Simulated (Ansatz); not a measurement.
# Antimonene bilayer (AA') in a perpendicular field

Wanted: the out-of-plane response of the antimonene bilayer (AA'). A positive field points along +c.

Method: plane-wave DFT, PBE-D3(BJ), Ansatz PAW, in Ansatz 0.2.0.

This is a report of a sequence of runs, with the program logs left out and the cost of each run kept.

## Step 1: Set-up

The cell holds 4 atoms: 4 Sb. Its edges and angles: a = 4.120 Å, b = 4.120 Å, c = 43.600 Å, α = 90.0°, β = 90.0°, γ = 120.0°. Regions: layer 1: antimonene, 2 atoms (2 Sb); layer 2: antimonene, 2 atoms (2 Sb). Vacuum lies along c.

## Step 2: Relaxing the slab

The starting cell is a guess, so the in-plane lattice and the atoms are relaxed first, with the slab cut off from its images along the normal.

Contents of input.yaml:

```yaml
crystal:
  lattice:
    - [4.12, 0.0, 0.0]
    - [-2.06, 3.5680246636, 0.0]
    - [0.0, 0.0, 43.5999999986]
  atoms:
    - { symbol: Sb, position: [0.6666666667, 0.3333333333, 0.4277522936] }
    - { symbol: Sb, position: [0.3333333333, 0.6666666667, 0.4655963303] }
    - { symbol: Sb, position: [0.3333333333, 0.6666666667, 0.5344036697] }
    - { symbol: Sb, position: [0.6666666667, 0.3333333333, 0.5722477064] }
  periodic: [true, true, false]
kpoints:
  mp_grid: { grid: [12, 12, 1] }
hamiltonian:
  xc: pbe
  dispersion: d3bj
scf:
  occupations: { method: fermi_dirac, width: 0.05 }
  convergence: { dr2_threshold: 1.0e-09 }
relax:
  f_tol: 0.004
  max_steps: 90
  cell: {}
output:
  write_potential: true
  write_density: true
  volumetric_format: npy
```

On the command line:

```console
ansatz run input.yaml --threads 4 --pin off --max-ram 8192MiB --backend cpu --events-out ev --progress --plain --runs-dir out
```

The job ended after 48 s (4 threads of AMD EPYC 9R14 (Zen 4), shared host; peak memory 1.2 GiB).

Step by step:

| step | energy less that of the first step (eV) | largest force component (eV/Å) | volume (Å³) |
| --- | --- | --- | --- |
| 1 | 0.0000 | 1.0964 | 640.93 |
| 2 | -0.2903 | 0.5289 | 643.61 |
| 3 | -0.4181 | 0.2557 | 632.76 |
| 4 | -0.4479 | 0.1454 | 627.13 |
| 5 | -0.4582 | 0.0411 | 625.60 |
| 6 | -0.4573 | 0.0798 | 620.02 |
| 7 | -0.4586 | 0.0012 | 624.27 |
| 8* | -0.4579 | 0.0013 | 624.27 |

Relaxation steps marked * repeat the geometry before them on a plane-wave basis chosen anew for their cell, so energy and pressure can jump there. Relaxation step 6 was tried and not accepted.

The run keeps the 12 symmetry operations that the program found, so distortions that break them were not tested.

```
cell as run  before  after  change
      a (Å)   4.120  4.066  -1.3 %
      b (Å)   4.120  4.066  -1.3 %
```

The atoms that moved most (Å, along periodic axes as changes of fractional coordinates times the final cell, across vacuum about the mean position):

```
atom     dx     dy      dz  length
 Sb4  0.000  0.000   0.523   0.523
 Sb1  0.000  0.000  -0.523   0.523
 Sb3  0.000  0.000   0.521   0.521
 Sb2  0.000  0.000  -0.521   0.521
```

Final coordinates:

```xyz
4
Lattice="4.0661 0.0000 0.0000 -2.0331 3.5214 0.0000 0.0000 0.0000 43.6000" Properties=species:S:1:pos:R:3
Sb    2.0331    1.1738   18.1271
Sb    0.0000    2.3476   19.7794
Sb    0.0000    2.3476   23.8206
Sb    2.0331    1.1738   25.4729
```

The lattice constant a goes from 4.120 to 4.066 Å.

## Step 3: Atoms held, field 0, start network

A sawtooth potential applies the field, turning back in the middle of the vacuum. With the dipole correction the typed value is the field outside the slab. The induced dipole is small, so the SCF threshold is tight.

The cell differs from the one that the last finished run ended in (c 43.600 → 25.346 Å).

Contents of input.yaml:

```yaml
crystal:
  lattice:
    - [4.0661113559, 0.0, 0.0]
    - [-2.033055678, 3.5213557288, 0.0]
    - [0.0, 0.0, 25.3457985193]
  atoms:
    - { symbol: Sb, position: [0.6666666667, 0.3333333333, 0.3550884378] }
    - { symbol: Sb, position: [0.3333333333, 0.6666666667, 0.4202802487] }
    - { symbol: Sb, position: [0.3333333333, 0.6666666667, 0.5797197513] }
    - { symbol: Sb, position: [0.6666666667, 0.3333333333, 0.6449115622] }
kpoints:
  mp_grid: { grid: [12, 12, 1] }
  band_path:
    path: [[0, 0, 0], [0.5, 0, 0], [0.33333333, 0.33333333, 0], [0, 0, 0]]
    npoints: 16
hamiltonian:
  xc: pbe
  dispersion: d3bj
scf:
  occupations: { method: fermi_dirac, width: 0.02585 }
  convergence: { dr2_threshold: 1.0e-10 }
efield:
  axis: 3
  dipole_correction: true
  ramp_position: 0.97
  ramp_width: 0.06
  amplitude: 0
output:
  dos: { projected: true, e_range: [-6, 5] }
  write_potential: true
  write_density: true
  volumetric_format: npy
  elf: true
```

It took 7.8 s on 4 threads; peak memory 0.96 GiB.

Numbers from this step:

```yaml
dipole_along_the_normal: 6.58e-6 e·Å
gap_along_the_path: 0.8823 eV
smallest_direct_gap_along_the_path: 1.385 eV
ionisation_energy_upper_face: 4.683 eV
electron_affinity_upper_face: 3.801 eV
gap_the_smaller_of_path_and_mesh: 0.8797 eV
```

Running mean over a fixed 2.7 Å (it still follows the layers) of the planar mean; the ramp of the sawtooth is left out. Table of electron's electrostatic potential energy less the Fermi level by z:

| z (Å) | electron's electrostatic potential energy less the Fermi level (eV) |
| --- | --- |
| 4 | 4.26 |
| 5 | 4.25 |
| 6 | 4.17 |
| 7 | 3.16 |
| 8 | -0.276 |
| 9 | -3.71 |
| 10 | -5.28 |
| 11 | -2.59 |
| 12 | 0.792 |
| 13 | 1.75 |
| 14 | -1.44 |
| 15 | -4.63 |
| 16 | -4.72 |
| 17 | -1.51 |
| 18 | 2.13 |
| 19 | 4.05 |
| 20 | 4.24 |
| 21 | 4.25 |
| 22 | 4.26 |

The density of states has structure finer than the step of the table below, so its rows give means over 0.25 eV. Peaks (eV: height): -3.790: 12.4, -3.520: 16.4, -2.610: 5.77, -2.310: 6.28, -1.640: 7.84, -0.620: 13.0, 1.140: 6.18.

Table of density of states by energy, zero at the Fermi level of the run, which the smearing sets inside the gap; means over each step:

```
energy (eV)  density of states (states/eV a cell)
      -4.50                                     0
      -4.25                                0.0329
      -4.00                                  1.26
      -3.75                                  4.98
      -3.50                                  5.09
      -3.25                                  2.17
      -3.00                                  2.90
      -2.75                                  2.98
      -2.50                                  3.19
      -2.25                                  4.49
      -2.00                                  4.09
      -1.75                                  5.55
      -1.50                                  4.12
      -1.25                                  2.21
      -1.00                                  1.94
      -0.75                                  2.67
      -0.50                                  1.07
      -0.25                                     0
       0.00                                     0
       0.25                                     0
       0.50                                 0.340
       0.75                                  1.72
       1.00                                  2.89
       1.25                                  4.12
       1.50                                  3.60
       1.75                                  4.07
```

Projected DOS per atom over height of the atomic layer and energy from the Fermi level. Layers: Sb Sb Sb Sb from below.

Ten even steps from '_' (0.00 states/eV) to '@' (1.33 states/eV), each cell a mean:
```
++++++++
********
##****##
--------
________
________
________
========
--------
**++++**
@@@@@@@@
%%%%%%%%
**++++**
++++++++
========
%%%%%%%%
--====--
________
________
________
________
________
```
Columns: height of the atomic layer (Å) from 9 to 16.3 (not evenly spaced); rows upwards: energy from the Fermi level (eV) from -5.96 to 2.05.

The electronic bands at the labelled points (eV, zero at the Fermi level of the run, which the smearing sets inside the gap):

```csv
point,band 27,band 28,band 29,band 30,band 31,band 32,band 33,band 34
Γ,-0.48,-0.48,-0.43,-0.43,1.09,1.53,2.27,2.27
halfway,-1.58,-1.47,-1.42,-0.75,0.64,1.07,2.77,2.90
M,-2.38,-2.10,-2.05,-1.87,0.93,1.32,1.38,2.35
halfway,-2.88,-2.58,-2.33,-1.85,1.12,1.68,2.17,2.34
K,-2.82,-2.49,-2.35,-2.07,0.61,1.06,2.59,2.60
halfway,-2.43,-2.36,-1.53,-0.74,1.39,1.94,2.08,2.38
Γ,-0.48,-0.48,-0.43,-0.43,1.09,1.53,2.27,2.27
```

Electrostatic potential energy in the ca plane at fractional y = 0.333, with atoms of Sb within 0.2 Å of it. With pseudopotentials it is smooth inside the atoms' cores, unlike the true potential.

Ten even steps from '0' (-27 eV) to '9' (5 eV), each cell a mean:
```
99999999864568889999999998887655689999999999
99999998510026899999999999985200268999999999
99999997200004899999999999973000037999999999
99999996100003799999999999972000027999999999
99999997200004899999999999973000048999999999
99999998521136899999999999986311368999999999
99999999865678888999999998888766789999999999
99999999988888778899999988778888999999999999
99999999999988767899999987678899999999999999
99999999999988767899999987678899999999999999
99999999988888878899999988788888899999999999
```
Columns run along c (16.0 Å, from fractional 0.21 to 0.84 of the cell; values clipped at the 3rd and 97th percentile), rows up along a (4.1 Å). Atoms in or near the plane, at fractional coordinates: Sb at (0.36, 0.67), Sb at (0.64, 0.67).

ELF in the ca plane at fractional y = 0.333, with atoms of Sb within 0.2 Å of it. It is the smooth field of the valence electrons, not physical close to the nuclei.

Ten even steps from '0' (0.00) to '9' (0.85), each cell a mean:
```
00013578764456654421001344566545688752100000
00136898642235532100000112454323479985210000
00247998510023421000000001343200258997410000
01257997400013321000000001233100158997420000
00247998520023431000000001343200268996410000
00135898643345542210000123455333579975210000
00012467765566655431001345566555677642000000
00000123444556556652003666556554443210000000
00000000012345456773004776545432100000000000
00000000112345456763004776545432110000000000
00000134555566556652003666556655554210000000
```
Columns run along c (16.0 Å, from fractional 0.21 to 0.84 of the cell), rows up along a (4.1 Å). Atoms in or near the plane, at fractional coordinates: Sb at (0.36, 0.67), Sb at (0.64, 0.67).

Valence density in the ca plane at fractional y = 0.333, with atoms of Sb within 0.2 Å of it. It is the smooth field of the valence electrons, not physical close to the nuclei.

Values in units of 1e0 e/Å³, 6 rows by 16 columns, each cell a mean:
```
0.0 0.0 0.1 0.7 0.6 0.2 0.0 0.0 0.0 0.1 0.4 0.8 0.1 0.0 0.0 0.0
0.0 0.0 0.2 7.0 4.6 0.1 0.0 0.0 0.0 0.1 2.2 9.3 0.4 0.0 0.0 0.0
0.0 0.0 0.2 4.4 3.0 0.1 0.0 0.0 0.0 0.1 1.5 5.8 0.3 0.0 0.0 0.0
0.0 0.0 0.1 0.4 0.4 0.2 0.1 0.0 0.0 0.2 0.3 0.4 0.1 0.0 0.0 0.0
0.0 0.0 0.0 0.1 0.2 0.2 0.1 0.0 0.1 0.2 0.2 0.1 0.0 0.0 0.0 0.0
0.0 0.0 0.0 0.1 0.2 0.2 0.1 0.0 0.1 0.2 0.2 0.1 0.0 0.0 0.0 0.0
```
Columns run along c (16.0 Å, from fractional 0.21 to 0.84 of the cell), rows up along a (4.1 Å). Atoms in or near the plane, at fractional coordinates: Sb at (0.36, 0.67), Sb at (0.64, 0.67).

The gap is 0.88 eV, with the valence edge 4.68 eV and the conduction edge 3.80 eV under the upper vacuum level. Spin-orbit coupling, left out in this run, matters for the bands of elements this heavy.

## Step 4: Single point, field 0.05 V/Å

Changes to input.yaml since step 3:

```diff
@@ -26,5 +26,4 @@
   ramp_width: 0.06
-  amplitude: 0
+  amplitude: 0.05
 output:
-  dos: { projected: true, e_range: [-6, 5] }
   write_potential: true
@@ -32,2 +31 @@
   volumetric_format: npy
-  elf: true
```

Run time: 7.5 s. Hardware: 4 threads; peak memory 0.85 GiB; 28 s of CPU time.

The dipole is 0.0369 e·Å, and the gap 0.869 eV.

## Step 5: Single point, field -0.05 V/Å

Changes to input.yaml since step 4:

```diff
@@ -26,3 +26,3 @@
   ramp_width: 0.06
-  amplitude: 0.05
+  amplitude: -0.05
 output:
```

The job ended after 7.6 s (4 threads; peak memory 0.85 GiB).

The dipole is -0.0369 e·Å, and the gap 0.869 eV.

## Step 6: Atoms held, field 0.1 V/Å

Changes to input.yaml since step 5:

```diff
@@ -24,5 +24,5 @@
   dipole_correction: true
-  ramp_position: 0.97
-  ramp_width: 0.06
-  amplitude: -0.05
+  ramp_position: 0.9641
+  ramp_width: 0.0718
+  amplitude: 0.1
 output:
```

Run time: 7.7 s. Hardware: 4 threads; peak memory 0.85 GiB.

The dipole is 0.0738 e·Å, and the gap 0.847 eV.

## Step 7: Single point, field -0.1 V/Å

Changes to input.yaml since step 6:

```diff
@@ -26,3 +26,3 @@
   ramp_width: 0.0718
-  amplitude: 0.1
+  amplitude: -0.1
 output:
```

It took 7.8 s on 4 threads; peak memory 0.85 GiB; 30 s of CPU time.

The dipole is -0.0738 e·Å, and the gap 0.847 eV.

## Step 8: Single point, field 0.2 V/Å

Changes to input.yaml since step 7:

```diff
@@ -26,3 +26,3 @@
   ramp_width: 0.0718
-  amplitude: -0.1
+  amplitude: 0.2
 output:
```

The job ended after 7.8 s (4 threads; peak memory 0.85 GiB; 29 s of CPU time).

The dipole is 0.148 e·Å, and the gap 0.791 eV.

## Step 9: Atoms held, field -0.2 V/Å

Changes to input.yaml since step 8:

```diff
@@ -26,3 +26,3 @@
   ramp_width: 0.0718
-  amplitude: 0.2
+  amplitude: -0.2
 output:
```

The job ended after 7.8 s (4 threads; peak memory 0.84 GiB).

The dipole is -0.148 e·Å, and the gap 0.791 eV.

## Step 10: Single point, field 0.3 V/Å

Changes to input.yaml since step 9:

```diff
@@ -24,5 +24,5 @@
   dipole_correction: true
-  ramp_position: 0.9641
-  ramp_width: 0.0718
-  amplitude: -0.2
+  ramp_position: 0.9613
+  ramp_width: 0.0775
+  amplitude: 0.3
 output:
```

The job ended after 8 s (4 threads; peak memory 0.82 GiB; 31 s of CPU time).

The dipole is 0.222 e·Å, and the gap 0.726 eV.

## Step 11: Atoms held, field -0.3 V/Å

Changes to input.yaml since step 10:

```diff
@@ -26,3 +26,3 @@
   ramp_width: 0.0775
-  amplitude: 0.3
+  amplitude: -0.3
 output:
```

Wall time 8.1 s (4 threads); peak memory 0.85 GiB; 31 s of CPU time.

The dipole is -0.222 e·Å, and the gap 0.726 eV.

## Step 12: Atoms held, field 0.4 V/Å

Changes to input.yaml since step 11:

```diff
@@ -24,5 +24,5 @@
   dipole_correction: true
-  ramp_position: 0.9613
-  ramp_width: 0.0775
-  amplitude: -0.3
+  ramp_position: 0.9246
+  ramp_width: 0.1507
+  amplitude: 0.4
 output:
```

Wall time 8.7 s (4 threads); peak memory 0.85 GiB; 33 s of CPU time.

The dipole is 0.296 e·Å, and the gap 0.656 eV.

## Step 13: Single point, field -0.4 V/Å

Changes to input.yaml since step 12:

```diff
@@ -26,3 +26,3 @@
   ramp_width: 0.1507
-  amplitude: 0.4
+  amplitude: -0.4
 output:
```

Wall time 8.7 s (4 threads); peak memory 0.85 GiB; 33 s of CPU time.

The dipole is -0.296 e·Å, and the gap 0.656 eV.

## Step 14: Response, atoms held

This step: plane-wave DFT, PBE-D3(BJ), Ansatz PAW; response to a field along the normal, atoms held (Ansatz 0.2.0).

The dipoles give the slope, and the difference of two potentials shows where the field is screened.

This step gave:

* equivalent conductor thickness p/(ε₀AE): 9.323 Å
* distance between the outer atoms: 7.346 Å

The dipole of the cell by applied field:

| applied field (V/Å) | dipole of the cell (e·Å) |
| --- | --- |
| -0.400 | -0.296 |
| -0.300 | -0.222 |
| -0.200 | -0.148 |
| -0.100 | -0.0738 |
| -0.050 | -0.0369 |
| 0.000 | 6.6e-6 |
| 0.050 | 0.0369 |
| 0.100 | 0.0738 |
| 0.200 | 0.148 |
| 0.300 | 0.222 |
| 0.400 | 0.296 |

Local field over the applied field, running mean. From the potentials at -0.05 and 0.05 V/Å; running mean over 2.8 Å. Table of local field over applied field by z:

```
z (Å)  local field over applied field
  4.5                           0.994
  5.0                           0.984
  5.5                           0.961
  6.0                           0.912
  6.5                           0.821
  7.0                           0.686
  7.5                           0.529
  8.0                           0.365
  8.5                           0.211
  9.0                          0.0902
  9.5                          0.0252
 10.0                          0.0105
 10.5                          0.0414
 11.0                           0.117
 11.5                           0.212
 12.0                           0.291
 12.5                           0.328
 13.0                           0.322
 13.5                           0.271
 14.0                           0.183
 14.5                          0.0903
 15.0                          0.0265
 15.5                          0.0107
 16.0                          0.0391
 16.5                           0.122
 17.0                           0.256
 17.5                           0.415
 18.0                           0.579
 18.5                           0.731
 19.0                           0.855
 19.5                           0.931
 20.0                           0.970
 20.5                           0.988
 21.0                           0.995
```

Electrons, planar mean, per unit field. Induced electron density against z:

| z (Å) | induced electron density (e/Å³ per V/Å) |
| --- | --- |
| 4.5 | 2.6e-5 |
| 5.0 | 6.7e-5 |
| 5.5 | 1.7e-4 |
| 6.0 | 4.0e-4 |
| 6.5 | 8.9e-4 |
| 7.0 | 0.00182 |
| 7.5 | 0.00294 |
| 8.0 | 0.00280 |
| 8.5 | 0.00116 |
| 9.0 | 9.7e-4 |
| 9.5 | 3.0e-4 |
| 10.0 | -1.3e-4 |
| 10.5 | -5.8e-4 |
| 11.0 | -7.6e-4 |
| 11.5 | -0.00188 |
| 12.0 | -0.00210 |
| 12.5 | -6.1e-4 |
| 13.0 | 0.00114 |
| 13.5 | 0.00231 |
| 14.0 | 0.00139 |
| 14.5 | 7.7e-4 |
| 15.0 | 4.1e-4 |
| 15.5 | -6.1e-6 |
| 16.0 | -4.5e-4 |
| 16.5 | -0.00107 |
| 17.0 | -0.00153 |
| 17.5 | -0.00310 |
| 18.0 | -0.00264 |
| 18.5 | -0.00148 |
| 19.0 | -7.0e-4 |
| 19.5 | -3.1e-4 |
| 20.0 | -1.3e-4 |
| 20.5 | -5.0e-5 |
| 21.0 | -1.9e-5 |

The smaller of the gaps on the path and on the k-mesh, counted as 0 under 0.03 eV. Table of gap by applied field:

```csv
applied field (V/Å),gap (eV)
-0.400,0.656
-0.300,0.726
-0.200,0.791
-0.100,0.847
-0.050,0.869
0.000,0.880
0.050,0.869
0.100,0.847
0.200,0.791
0.300,0.726
0.400,0.656
```

By hand: between -0.05 and 0.05 V/Å the dipole changes by 0.07377 e·Å, a slope of 0.7377 e·Å²/V. A perfect conductor of thickness t has p = ε₀AEt, so t = 180.95 × 0.7377 / 14.318 = 9.32 Å (e/ε₀ = 180.95 V·Å, A in Å²).

The induced dipole is that of a conductor 9.32 Å thick.

## Step 15: What came out

```
gap without field                          : 0.880 eV
ionisation energy, upper face              : 4.68 eV
electron affinity, upper face              : 3.80 eV
equivalent conductor thickness, atoms held : 9.32 Å
```

What this shows: The induced dipole equals that of a perfect conductor 9.32 Å thick, while the outer atoms lie 7.35 Å apart; an out-of-plane ε follows only once a thickness t is chosen, by 1 − 1/ε = 9.32 Å / t. The gap goes from 0.88 eV to 0.66 eV at -0.4 V/Å. With the field reversed it is 0.66 eV at 0.4 V/Å. Semilocal functionals give gaps that are too small, and excitons are not included. Spin-orbit coupling is left out, which matters for the bands of elements this heavy.

[Long decimals in the printed logs are rounded to 6 places.]

[Logs are printed without paths, hosts, clocks, repeated set-up lines and the standing remarks that a program may print on its own settings, such as how far it seeks lower states.]

[Hosts, paths, dates, database ids (printed as entryN), source tags and the programs' standing remarks are cut or masked in the printed files.]

[Maps of the electrostatic potential energy from Ansatz leave out the sawtooth potential of an applied field or a dipole correction, so their vacuum need not be flat; planar profiles and work functions include it.]

[The density of states shown here was stored with 400 of the rows of the run's finer table, so its peaks can read low, often by over a quarter, or be missed, and its means over a window can be off by a tenth or more.]
